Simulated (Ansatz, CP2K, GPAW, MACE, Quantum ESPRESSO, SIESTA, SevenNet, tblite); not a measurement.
## GPAW runs on Ta2H10C4Cl8O3 (P2_1/c) (108 atoms)

Aim: run Ta2H10C4Cl8O3 (P2_1/c) (108 atoms) in GPAW and see how near its forces come to a plane-wave reference, and at what cost.

Program: GPAW 26.7.0. Level of theory: the method is named at each step. Results are calculated unless marked as measured.

### 1. The structure

The cell holds 108 atoms: 8 Ta, 40 H, 16 C, 32 Cl and 12 O. Cell: a = 6.639 Å, b = 26.008 Å, c = 10.653 Å, α = 90.0°, β = 114.3°, γ = 90.0°. It derives from Ta2H10C4Cl8O3 (P2_1/c), repeated 1×1×1. Ta2H10C4Cl8O3, space group P2_1/c, structure from the Crystallography Open Database, 1 x 1 x 1 conventional cells; every coordinate displaced by a Gaussian of 0.02 Å; bonds to H set to neutron lengths (C-H 1.089, N-H 1.015, O-H 0.983, B-H 1.19 Å) where the listed ones are shorter. Then every atom was moved at random, 0.05 Å r.m.s. a Cartesian component (hydrogen 0.6 of that).

The yardstick, on the same geometry:

```
method                                           : Kohn-Sham DFT, PBE, SSSP efficiency 1.3.0 pseudopotentials, plane waves (Quantum ESPRESSO 7.5); sssp-pbe-1.3.0-efficiency, cutoffs 60/480 Ry, Γ point
r.m.s. force component                           : 2.006 eV/Å
longest force                                    : 11.92 eV/Å
pressure                                         : 4.304 GPa
gap (highest filled to lowest empty level) : 2.146 eV
time                                             : 11 min on 4 MPI ranks of Arm Neoverse V1, shared host
CPU time                                         : 44 min
```

### 2. PBE, LCAO dzp, h 0.18 Å

Method: Kohn-Sham DFT, PBE, PAW, atomic orbitals (dzp).

run.py reads:

```python
import numpy as np
from ase.io import read
from gpaw import GPAW, FermiDirac
from ase.parallel import parprint as print

atoms = read("structure.xyz")
atoms.calc = GPAW(
    mode="lcao",
    basis="dzp",
    h=0.18,
    xc="PBE",
    kpts={"size": (1, 1, 1), "gamma": True},
    occupations=FermiDirac(0.05),
    maxiter=200,
    symmetry={"point_group": False},
    txt="gpaw.txt",
)
energy = atoms.get_potential_energy(force_consistent=True)
forces = atoms.get_forces()
print(f"energy {energy:.6f} eV")
print("forces (eV/A)")
for i, (a, f) in enumerate(zip(atoms, forces)):
    print(f"{i:4d} {a.symbol:2s} {f[0]:10.5f} {f[1]:10.5f} {f[2]:10.5f}")
print(f"Fermi level {atoms.calc.get_fermi_level():.4f} eV")
for k in range(len(atoms.calc.get_ibz_k_points())):
    for s in range(atoms.calc.get_number_of_spins()):
        e = atoms.calc.get_eigenvalues(kpt=k, spin=s)
        n = np.searchsorted(e, atoms.calc.get_fermi_level())
        print(f"k {k} spin {s} levels about the Fermi level:", np.round(e[max(n - 6, 0):n], 4).tolist(), "|", np.round(e[n:n + 6], 4).tolist())
```

structure.xyz reads:

```xyz
108
Lattice="6.63880 0.00000 0.00000 0.00000 26.00830 0.00000 -4.37581 0.00000 9.71248" Properties=species:S:1:pos:R:3 pbc="T T T"
Ta 2.20627 23.28445 1.57196
Ta 2.16407 10.20228 3.22406
Ta 0.12604 2.81748 8.11808
Ta -0.04897 15.81383 6.44180
Ta 1.19490 22.35491 5.08847
Ta -1.06461 9.32189 9.41741
Ta 1.11759 3.61775 4.56292
Ta 3.32022 16.76937 0.21125
H 1.74428 25.85017 5.77611
H -1.70709 12.80779 8.73599
H 0.55233 0.18830 3.87722
H 3.92276 13.18829 0.95037
H 2.87864 24.95704 4.71240
H 1.54720 11.96668 0.11694
H -0.61759 1.07388 4.95327
H 0.66750 14.04864 9.62536
H 3.42626 25.33286 6.33759
H -3.31016 12.43665 8.22113
H -1.15616 0.54071 3.42054
H 5.59578 13.54096 1.49902
H 0.84497 24.53181 7.77795
H -0.61589 11.54352 6.77416
H 1.43854 1.55348 1.93230
H 2.91741 14.45775 2.92278
H 2.43282 24.51412 8.27105
H -2.40327 11.53312 6.33730
H -0.18782 1.52903 1.41550
H 4.62841 14.56647 3.42559
H 2.44930 22.09093 8.32126
H -2.45308 9.04855 6.23522
H -0.11500 3.92465 1.43453
H 4.62606 17.04870 3.41209
H 1.12043 22.58301 9.23511
H -1.00893 9.54635 5.33604
H 1.23007 3.47471 0.56973
H 3.21104 16.42502 4.37217
H 1.03493 19.84901 7.64382
H -0.90777 6.90963 6.95093
H 1.28932 6.17255 1.97396
H 3.24363 19.09477 2.85178
H -0.66027 20.30728 7.27436
H 0.72464 7.23291 7.39168
H 2.93476 5.77098 2.50572
H 1.52905 18.85108 2.35838
H -0.04055 20.69480 8.80378
H 0.17151 7.67947 5.77193
H 2.30110 5.30335 0.93240
H 2.06559 18.35900 3.99125
C 2.51919 25.14274 5.78165
C -2.60451 12.07773 8.70899
C -0.37330 0.80730 3.98387
C 4.74827 14.00105 0.95678
C 1.70426 23.93804 7.77465
C -1.55532 10.83610 6.88683
C 0.48775 2.13008 2.05574
C 3.86564 15.12903 2.86810
[... 48 atom lines left out ...]
O 0.63809 21.81680 7.20316
O -0.58599 8.89744 7.25581
O 1.65917 4.10801 2.45124
O 2.81671 17.11190 2.42220
```

Started as:

```
$ OMP_NUM_THREADS=1 mpirun -np 2 gpaw python run.py > output.txt
```

The log of the run:

```text
energy -532.412219 eV
forces (eV/A)
   0 Ta    0.04905   -2.48124    0.74361
   1 Ta    2.92703    0.14952    1.11765
   2 Ta   -2.07870   -2.66784    0.45513
   3 Ta    0.58835   -0.96026   -1.09463
   4 Ta   -3.59930   -2.52217    4.12756
   5 Ta    2.08303   -0.40720   -1.19121
   6 Ta    1.44296    3.61189    0.51013
   7 Ta   -1.88962   -0.42326    4.71141
   8 H    -1.52828    1.59492    0.47447
   9 H    -0.92397   -0.80766   -0.43829
  10 H    -0.47283    0.10748    0.00503
  11 H     0.77615    0.52991    0.15723
  12 H    -0.60206   -0.36627    0.85437
  13 H    -0.18868   -0.14632   -1.13849
  14 H    -0.65465    0.64538    2.91253
  15 H     0.26930    0.74369   -0.87042
  16 H     0.58849    0.89351    0.75672
  17 H    -7.60521    2.98379   -5.74957
  18 H    -3.62821   -1.18542   -2.97430
  19 H     0.21536    0.29473    0.47968
  20 H    -2.67334    1.26312    0.66434
  21 H    -1.01043   -1.47597    0.70675
  22 H     0.26780   -0.04822    0.37877
  23 H     0.80854    0.96540    0.05872
[...]
100 O     2.03037    0.56533   -4.18717
 101 O    -1.02598    2.41880   -0.97954
 102 O    -3.15855   -3.39071    3.65184
 103 O    -0.50589    4.92595    1.34709
 104 O     0.99959    1.77974    3.25289
 105 O     0.80211   -2.34014    0.54063
 106 O    -0.83474    0.43445   -0.12795
 107 O    -0.09911   -0.22760    0.75097
Fermi level 1.7282 eV
k 0 spin 0 levels about the Fermi level: [0.2429, 0.3264, 0.3713, 0.3793, 0.48, 0.7524] | [2.72, 2.7835, 2.8577, 2.9442, 2.9628, 2.9982]
```

gpaw.txt:

```text
Input parameters:
  mode=LCAO(),
  basis={'default': 'dzp'},
  h=0.18,
  kpts=MonkhorstPack(size=(1, 1, 1), gamma=True),
  maxiter=200,
  occupations=Occupations(name='fermi-dirac', width=0.05, fixmagmom=False),
  symmetry=Symmetry(point_group=False),
  xc=XC(name='PBE')
Unit cell  # Å
| periodic |         x |         y |        z |   lengths |     angles |
|----------|-----------|-----------|----------|-----------|------------|
|      yes |  6.638800 |  0.000000 | 0.000000 |  6.638800 |  90.000000 |
|      yes |  0.000000 | 26.008300 | 0.000000 | 26.008300 | 114.253221 |
|      yes | -4.375810 |  0.000000 | 9.712480 | 10.652698 |  90.000000 |
Number of symmetries: 1
Symmetry operations  # r_c * U_cc + t_c -> r_c
|   | kind |            matrix            |
|---|------|------------------------------|
| 0 |  E   |  1, 0, 0,  0, 1, 0,  0, 0, 1 |
BZ-sampling:
  Number of BZ points: 1
  Number of IBZ points: 1
  Monkhorst-Pack size: [1, 1, 1]
  Monkhorst-Pack shift: [0, 0, 0]
[... lines left out ...]
        l=1, rc=2.8906 Bohr: 2p-dz split-valence wave
        l=2, rc=5.3906 Bohr: d-type Gaussian polarization
      Number of RI-basis functions 0
Reference energy: -3836569.795821  # eV
eigensolver:
density mixing:
  MSR1-Mixer
occupation numbers:
  Fermi-Dirac:
    width: 0.0500  # eV
FastPoissonSolver using
    Stencil: 8*3+1=25 point O(h^6) finite-difference Laplacian
xc functional:
  name: PBE with 2 nearest neighbor stencil
interpolation: tri-quintic # 5. degree polynomial
Initialization done in: 7.522 s
convergence criteria:
- Maximum [total energy] change in last 3 cyles: 0.0005 eV / valence electron
- Maximum integral of absolute [dens]ity change: 0.0001 electrons / valence electron
- Maximum integral of absolute [eigenst]ate change: 4e-08 eV^2 / valence electron
maximum number of iterations: 200
SCF iterations
|iter     |      energy | eigst |  dens |
|---------|-------------|-------|-------|
|iter:   1| -555.105769 |      c|       |
|iter:   2| -549.488565 |      c| -1.01 |
|iter:   3| -532.829713 |      c| -1.04 |
|iter:   4| -532.711329 |      c| -1.58 |
|iter:   5| -532.497717 |      c| -1.91 |
|iter:   6| -532.422620 |      c| -2.29 |
|iter:   7| -532.412828c|      c| -2.72 |
|iter:   8| -532.412379c|      c| -3.14 |
|iter:   9| -532.412239c|      c| -3.49 |
|iter:  10| -532.412228c|      c| -3.85 |
|iter:  11| -532.412219c|      c| -4.19c|
Converged in 11 steps
SCF loop duration: 52.542 s (4.777 s/step)
Energy contributions relative to reference atoms: (reference = -3836569.795821)
Energy contributions:
  Kinetic:         747.894541
  Coulomb:        -779.263812
  Zero:             11.043281
  External:          0.000000
  Xc:             -512.086230
  Entropy:          -0.000000
  Spinorbit:         0.000000
  ----------------------------
  Free energy:    -532.412219
  Extrapolated:   -532.412219
dipole moment: (0.048240, 0.698177, 0.666321)  # |e|*Ang
Fermi level: 1.728
Eigenvalues  # (at kpt = [0.000, 0.000, 0.000])
| band index |      eig [eV] | occ [0-2] |
|------------|---------------|-----------|
|          0 |       -68.243 |     2.000 |
|        ... |               |           |
|        244 |         0.170 |     2.000 |
|        245 |         0.191 |     2.000 |
[...]
|        259 |         3.103 |     0.000 |
|        ... |               |           |
|        306 |         8.559 |     0.000 |
Gap: 1.968 eV
Transition (v -> c):
  (s=0, k=0, n=251, [0.00, 0.00, 0.00]) -> (s=0, k=0, n=252, [0.00, 0.00, 0.00])
No difference between direct/indirect transitions
Force computation time: 9.453  # s
```

It took 72 s on 2 MPI ranks of Arm Neoverse V1, shared host; peak memory 1.7 GiB.

Banners, paths, timers and routine set-up lines are dropped from the logs unmarked, and long logs keep their key lines alone; longer cuts are marked.

Numbers from this run, and their distance from the reference:

```
r.m.s. force component                           : 2.208 eV/Å
r.m.s. difference of force components            : 301.9 meV/Å
longest difference of force vectors              : 1289 meV/Å
force difference over r.m.s. force               : 15.05 %
slope of forces against the reference's          : 1.095
correlation of force components                  : 0.9943
gap (highest filled to lowest empty level) : 1.968 eV
gap difference                                   : -0.1786 eV
```

Length of the force difference by element (eV/Å):

| element | atoms | mean | most |
| --- | --- | --- | --- |
| C | 16 | 0.51 | 0.95 |
| Cl | 32 | 0.26 | 0.57 |
| H | 40 | 0.61 | 1.3 |
| O | 12 | 0.38 | 0.63 |
| Ta | 8 | 0.55 | 0.67 |

Levels nearest the highest filled one (eV from it): -0.51, -0.43, -0.38, -0.37, -0.27, 0.00, 1.97, 2.03, 2.11, 2.19, 2.21, 2.25.

A closer look about Ta2, one of the 8 Ta atoms: 12 atoms, nearest first, numbered in the order of the input, with positions taken from that point.

| atom | x | y | z | distance (Å) | bonds | Fx | Fy | Fz (eV/Å) |
| --- | --- | --- | --- | --- | --- | --- | --- | --- |
| Ta2 | 0.00 | 0.00 | 0.00 | 0.00 | 6 | 2.93 | 0.15 | 1.12 |
| O98 | 0.56 | -0.29 | -1.95 | 2.05 | 2 | -1.13 | 0.93 | 1.91 |
| Cl82 | -1.82 | -1.24 | -0.34 | 2.23 | 1 | -1.36 | -1.16 | -0.53 |
| Cl66 | -1.05 | 1.96 | -0.48 | 2.27 | 1 | -0.49 | 1.23 | -0.71 |
| Cl70 | -0.47 | 0.37 | 2.25 | 2.33 | 1 | 0.13 | -0.23 | 0.27 |
| Cl74 | 2.11 | 1.29 | 0.15 | 2.47 | 1 | -0.40 | -0.54 | 0.22 |
| Cl78 | 1.43 | -1.98 | 0.48 | 2.49 | 1 | -0.70 | 0.55 | -0.08 |
| H14 | -0.62 | 1.76 | -3.11 | 3.63 | 1 | -0.19 | -0.15 | -1.14 |
| Ta6 | 1.15 | -0.88 | -3.52 | 3.80 | 6 | 2.08 | -0.41 | -1.19 |
| H30 | 2.02 | -1.15 | 3.01 | 3.81 | 1 | -1.47 | -0.99 | 0.20 |
| H34 | -3.17 | -0.66 | 2.11 | 3.87 | 1 | -0.29 | 0.11 | 0.18 |
| H26 | 2.07 | 1.33 | 3.11 | 3.97 | 1 | 1.61 | -1.69 | 0.85 |

Atoms are counted from 1 here, from 0 in the log.

Forces lie 15 % from the reference's, at 0.054 times its CPU time (on 2 against 4 cores).

### 3. PBE, LCAO sz(dzp), h 0.18 Å

Method: Kohn-Sham DFT, PBE, PAW, atomic orbitals (sz(dzp)).

run.py: that of step 2 with these lines changed.

```diff
@@ -3,3 +3,2 @@
 from gpaw import GPAW, FermiDirac
-from ase.parallel import parprint as print
 
@@ -8,3 +7,3 @@
     mode="lcao",
-    basis="dzp",
+    basis="sz(dzp)",
     h=0.18,
```

structure.xyz is that of step 2.

Started as:

```
$ OMP_NUM_THREADS=1 python run.py > output.txt
```

The log of the run:

```text
energy -445.795661 eV
forces (eV/A)
   0 Ta   -0.52028   -3.25461    1.42674
   1 Ta    4.74577   -0.02938    1.18499
   2 Ta   -2.65898   -4.06357    0.34284
   3 Ta    0.61495   -1.40084   -1.07888
   4 Ta   -4.53048   -2.30321    6.16444
   5 Ta    2.49293   -0.12688   -2.54047
   6 Ta    1.48978    3.88368   -0.15538
   7 Ta   -1.94084   -1.54391    6.82115
   8 H    -4.14305    4.21631    0.36663
   9 H     0.86697    0.99203   -0.38739
  10 H     1.90498   -1.64111   -0.26488
  11 H    -0.77813   -1.42539    0.11074
[...]
103 O    -1.79484    8.66870    0.68081
 104 O     1.00375    3.32620    0.47124
 105 O     2.08438   -2.27612    2.95669
 106 O    -0.36717   -0.78153    1.90913
 107 O    -0.07481   -1.89637   -1.32894
Fermi level 2.0276 eV
k 0 spin 0 levels about the Fermi level: [0.7252, 0.7698, 0.8175, 0.8729, 0.9611, 1.2674] | [2.7935, 2.9053, 3.0313, 3.0659, 3.1151, 3.138]
```

gpaw.txt:

```text
Input parameters:
  mode=LCAO(),
  basis={'default': 'sz(dzp)'},
  h=0.18,
  kpts=MonkhorstPack(size=(1, 1, 1), gamma=True),
  maxiter=200,
  occupations=Occupations(name='fermi-dirac', width=0.05, fixmagmom=False),
  symmetry=Symmetry(point_group=False),
  xc=XC(name='PBE')
[... lines left out ...]
  Fermi-Dirac:
[... lines left out ...]
convergence criteria:
- Maximum [total energy] change in last 3 cyles: 0.0005 eV / valence electron
[... lines left out ...]
Converged in 11 steps
[... lines left out ...]
  Free energy:    -445.795661
[... lines left out ...]
Fermi level: 2.028
[... lines left out ...]
|          0 |       -68.503 |     2.000 |
|        ... |               |           |
|        244 |         0.539 |     2.000 |
|        245 |         0.632 |     2.000 |
[...]
|        259 |         3.234 |     0.000 |
|        ... |               |           |
|        306 |         8.769 |     0.000 |
Gap: 1.526 eV
Transition (v -> c):
  (s=0, k=0, n=251, [0.00, 0.00, 0.00]) -> (s=0, k=0, n=252, [0.00, 0.00, 0.00])
No difference between direct/indirect transitions
Force computation time: 5.514  # s
timing:  # [seconds]
  Total:  53.463  # ━━━━━━━━━━━━━━━━━━━━━━━━━━━━━━━━━━━━━━━━━━━━━━━━━━━━━━━━━
  Init:    9.349  # ━━━━━━━━━━
  SCF:    38.573  # ━━━━━━━━━━━━━━━━━━━━━━━━━━━━━━━━━━━━━━━━━
  Forces:  5.514  # ━━━━━━
```

The job ended after 55 s (1 thread; peak memory 1.2 GiB).

Numbers from this run, and their distance from the reference:

* r.m.s. force component: 3.169 eV/Å
* r.m.s. difference of force components: 1668 meV/Å
* longest difference of force vectors: 6655 meV/Å
* force difference over r.m.s. force: 83.16 %
* slope of forces against the reference's: 1.403
* correlation of force components: 0.8876
* gap (highest filled to lowest empty level): 1.526 eV
* gap difference: -0.6201 eV

This is a coarse setting, run to see what it loses.

Against the first run (15 %), the force difference from the reference is 83 %, at 0.38 times the CPU time (on 1 against 2 cores), with 384 basis functions against 1212: the smaller basis costs accuracy.

### 4. RPBE, LCAO dzp, h 0.18 Å

Method: Kohn-Sham DFT, RPBE, PAW, atomic orbitals (dzp).

run.py: that of step 3 with these lines changed.

```diff
@@ -3,2 +3,3 @@
 from gpaw import GPAW, FermiDirac
+from ase.parallel import parprint as print
 
@@ -7,5 +8,5 @@
     mode="lcao",
-    basis="sz(dzp)",
+    basis="dzp",
     h=0.18,
-    xc="PBE",
+    xc="RPBE",
     kpts={"size": (1, 1, 1), "gamma": True},
```

structure.xyz is that of step 3.

Started as:

```
$ OMP_NUM_THREADS=1 mpirun -np 2 gpaw python run.py > output.txt
```

The log of the run:

```text
energy -507.963982 eV
forces (eV/A)
   0 Ta    0.06631   -2.54032    0.68625
   1 Ta    2.98702    0.14622    1.23834
   2 Ta   -2.15502   -2.75622    0.58085
   3 Ta    0.64152   -1.01663   -1.21687
   4 Ta   -3.72831   -2.68912    4.29298
   5 Ta    2.21983   -0.52193   -1.30171
   6 Ta    1.56595    3.78501    0.44941
   7 Ta   -1.98902   -0.32621    4.89379
   8 H    -1.46312    1.54516    0.48023
   9 H    -0.98773   -0.85906   -0.44402
  10 H    -0.55646    0.15005    0.01693
  11 H     0.83247    0.58321    0.15383
[...]
103 O    -0.45746    5.01415    1.32362
 104 O     0.93276    1.80106    3.23413
 105 O     0.90771   -2.34783    0.56859
 106 O    -0.74764    0.42122   -0.10575
 107 O    -0.17194   -0.25371    0.72657
Fermi level 1.8545 eV
k 0 spin 0 levels about the Fermi level: [0.3549, 0.4321, 0.4833, 0.4902, 0.5952, 0.87] | [2.8542, 2.9233, 2.9895, 3.0793, 3.1012, 3.1376]
```

gpaw.txt:

```text
Input parameters:
  mode=LCAO(),
  basis={'default': 'dzp'},
  h=0.18,
  kpts=MonkhorstPack(size=(1, 1, 1), gamma=True),
  maxiter=200,
  occupations=Occupations(name='fermi-dirac', width=0.05, fixmagmom=False),
  symmetry=Symmetry(point_group=False),
  xc=XC(name='RPBE')
[... lines left out ...]
  Fermi-Dirac:
[... lines left out ...]
convergence criteria:
- Maximum [total energy] change in last 3 cyles: 0.0005 eV / valence electron
[... lines left out ...]
Converged in 11 steps
[... lines left out ...]
  Free energy:    -507.963982
[... lines left out ...]
dipole moment: (0.024285, 0.699808, 0.682295)  # |e|*Ang
Fermi level: 1.854
Eigenvalues  # (at kpt = [0.000, 0.000, 0.000])
| band index |      eig [eV] | occ [0-2] |
|------------|---------------|-----------|
|          0 |       -68.193 |     2.000 |
|        ... |               |           |
|        244 |         0.272 |     2.000 |
|        245 |         0.293 |     2.000 |
[...]
|        259 |         3.244 |     0.000 |
|        ... |               |           |
|        306 |         8.814 |     0.000 |
Gap: 1.984 eV
Transition (v -> c):
  (s=0, k=0, n=251, [0.00, 0.00, 0.00]) -> (s=0, k=0, n=252, [0.00, 0.00, 0.00])
No difference between direct/indirect transitions
Force computation time: 9.590  # s
```

It took 72 s on 2 MPI ranks; peak memory 1.8 GiB.

Compared with the plane-wave run:

```
r.m.s. force component                           : 2.233 eV/Å
r.m.s. difference of force components            : 319.2 meV/Å
longest difference of force vectors              : 1234 meV/Å
force difference over r.m.s. force               : 15.92 %
slope of forces against the reference's          : 1.107
correlation of force components                  : 0.9944
gap (highest filled to lowest empty level) : 1.984 eV
gap difference                                   : -0.162 eV
```

Against the first run (15 %), the force difference from the reference is 16 %, at 1.0 times the CPU time; the model has changed, so this is no error of the program alone.

(Part 1 of 2 ends here.)

[Also dropped from logs without a mark: logging warnings of Python, and SIESTA's first energy breakdown and zero terms.]

[Logs are printed without paths, hosts, clocks, repeated set-up lines and the standing remarks that a program may print on its own settings, such as how far it seeks lower states.]

[Hosts, paths, dates, database ids (printed as entryN), source tags and the programs' standing remarks are cut or masked in the printed files.]
